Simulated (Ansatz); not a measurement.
# SrTiO3 (Tausonite): the PBE gap against the k mesh of the density

Aim: see how gap, energy and time of SrTiO3 (Tausonite) follow the k mesh of the density.

Program: Ansatz 0.2.0. Level of theory: DFT, PBE, plane waves, PAW. Results are calculated unless marked as measured.

Report form: the programs' logs are mostly left out.

### Step 1. Set-up

Symmetry: Pm-3m, No. 221, cubic system. The conventional cell has a = 3.905 Å, b = 3.905 Å, c = 3.905 Å, α = 90.00°, β = 90.00°, γ = 90.00°. Sr has 12 O at 2.76 Å nearest. Ti has 6 O at 1.95 Å nearest. Nearest to O lie 2 Ti at 1.95 Å and 4 Sr at 2.76 Å. Farther neighbours and most contacts between anions are not listed.

The cell and positions come from the Crystallography Open Database and are kept as given unless a step says otherwise. The default PAW set here is soft_2. Its files were made with PBE.

### Step 2. k mesh of the density: 2×2×2

input.yaml reads:

```yaml
crystal:
  lattice:
    - [3.90528, 0.0, 0.0]
    - [0.0, 3.90528, 0.0]
    - [0.0, 0.0, 3.90528]
  atoms:
    - { symbol: Sr, position: [0.5, 0.5, 0.5] }
    - { symbol: Ti, position: [0.0, 0.0, 0.0] }
    - { symbol: O, position: [0.5, 0.0, 0.0] }
    - { symbol: O, position: [0.0, 0.5, 0.0] }
    - { symbol: O, position: [0.0, 0.0, 0.5] }
kpoints:
  mp_grid: { grid: [2, 2, 2] }
  band_path:
    path: [[0.0, 0.0, 0.0], [0.0, 0.5, 0.0], [0.5, 0.5, 0.0], [0.5, 0.5, 0.5]]
    npoints: 1
hamiltonian:
  xc: pbe
scf:
  occupations: { method: fixed }
  n_extra_bands: 5
output:
  eigenvalues: true
```

Started as:

```
$ ansatz run input.yaml --threads 3 --pin off --max-ram 92160MiB --backend cuda --events-out ev --progress --plain --runs-dir out --devices 1 --max-vram 13GiB  # rebuilt from the run's record
```

Wall time 3.7 s (1 × NVIDIA H100 80GB HBM3 (shared by 6 runs) with 3 threads of AMD EPYC 7R13 (Zen 3), shared host); peak memory 0.91 GiB; 2.5 s of CPU time.

Numbers from this step:

```
gap                  : 1.499 eV
valence top at       : R
conduction bottom at : Γ
least direct gap     : 1.851 eV
```

The gap is indirect, with the least direct gap 0.35 eV higher.

### Step 3. k mesh of the density: 4×4×4

input.yaml, as its differences from that of step 2:

```diff
@@ -12,3 +12,3 @@
 kpoints:
-  mp_grid: { grid: [2, 2, 2] }
+  mp_grid: { grid: [4, 4, 4] }
   band_path:
```

Wall time 9.3 s (1 × NVIDIA H100 80GB HBM3 (shared by 6 runs) with 3 threads); peak memory 0.94 GiB; 3.5 s of CPU time.

This step gave:

| Property | Result |
| --- | --- |
| gap | 1.868 eV |
| valence top at | R |
| conduction bottom at | Γ |
| least direct gap | 2.213 eV |

The gap is 1.868 eV, +0.369 eV from the run before at this level.

### Step 4. k mesh of the density: 6×6×6 (the default)

input.yaml, the sections that differ from step 3:

```yaml
kpoints:
  mp_grid: { grid: [6, 6, 6] }
  band_path:
    path:
      - [[0.0, 0.0, 0.0], [0.0, 0.5, 0.0], [0.5, 0.5, 0.0], [0.0, 0.0, 0.0], [0.5, 0.5, 0.5], [0.0, 0.5, 0.0]]
      - [[0.5, 0.5, 0.5], [0.5, 0.5, 0.0]]
    npoints: 10
scf:
  occupations: { method: fermi_dirac, width: 0.02 }
  n_extra_bands: 5
output:
  eigenvalues: true
  write_density: true
  write_potential: true
  elf: true
  volumetric_format: npy
# crystal, hamiltonian: as in step 3
```

Wall time 10 s (1 × NVIDIA H100 80GB HBM3 (shared by 6 runs) with 3 threads); peak memory 0.95 GiB; 4.3 s of CPU time.

This step gave:

* gap: 1.886 eV
* valence top at: R
* conduction bottom at: Γ
* least direct gap: 2.231 eV

The gap is 1.886 eV, +0.018 eV from the run before at this level.

### Step 5. k mesh of the density: 8×8×8

input.yaml, the sections that differ from step 4:

```yaml
kpoints:
  mp_grid: { grid: [8, 8, 8] }
  band_path:
    path: [[0.0, 0.0, 0.0], [0.0, 0.5, 0.0], [0.5, 0.5, 0.0], [0.5, 0.5, 0.5]]
    npoints: 1
scf:
  occupations: { method: fixed }
  n_extra_bands: 5
output:
  eigenvalues: true
# crystal, hamiltonian: as in step 4
```

Run time: 7 s. Hardware: 1 × NVIDIA H100 80GB HBM3 (shared by 6 runs) with 3 threads; peak memory 0.94 GiB; 4.4 s of CPU time.

Numbers from this step:

```yaml
gap: 1.887 eV
valence_top_at: R
conduction_bottom_at: Γ
least_direct_gap: 2.232 eV
```

The gap is 1.887 eV, +0.001 eV from the run before at this level.

### Step 6. The series

Differences are against the last row; a negative gap means that bands overlap, and a run with a band path holds that path's time. Times are wall times on 1 × NVIDIA H100 80GB HBM3 (shared by 6 runs) with 3 threads of AMD EPYC 7R13 (Zen 3), shared host, good to a factor of about two.

| k mesh of the density | gap (eV) | direct gap (eV) | gap error (eV) | energy error (meV/atom) | irreducible k | time |
| --- | --- | --- | --- | --- | --- | --- |
| 2×2×2 | 1.499 | 1.851 | −0.389 | +153.7 | 4 | 3.7 s |
| 4×4×4 | 1.868 | 2.213 | −0.019 | +3.6 | 10 | 9.3 s |
| 6×6×6 | 1.886 | 2.231 | −0.001 | +0.1 | 20 | 10 s |
| 8×8×8 | 1.887 | 2.232 | +0.000 | +0.0 | 35 | 7 s |

### Step 7. What came out

| Item | Value |
| --- | --- |
| 2×2×2 | 1.499 eV |
| 4×4×4 | 1.868 eV |
| 6×6×6 | 1.886 eV |
| 8×8×8 | 1.887 eV |

What this shows: The gap holds to 0.02 eV from 4×4×4 on. At 2×2×2 the gap is off by −0.389 eV and the energy by +154 meV/atom. The gap is read over the mesh and added points near the edges, so meshes differ mainly through the density and, for a hybrid, the exchange operator.

[Paths, hosts, dates, memory and timing lines, banners, echoed tables and standing remarks are left out of the program output.]

[Logs are printed without paths, hosts, clocks, repeated set-up lines and the standing remarks that a program may print on its own settings, such as how far it seeks lower states.]

[Runs of the session that timed out or met a known fault of the program may be left out.]

[Cells called generated may have been cut or substituted from an entry of the Crystallography Open Database or the Materials Project.]

[Hosts, paths, dates, database ids (printed as entryN), source tags and the programs' standing remarks are cut or masked in the printed files.]
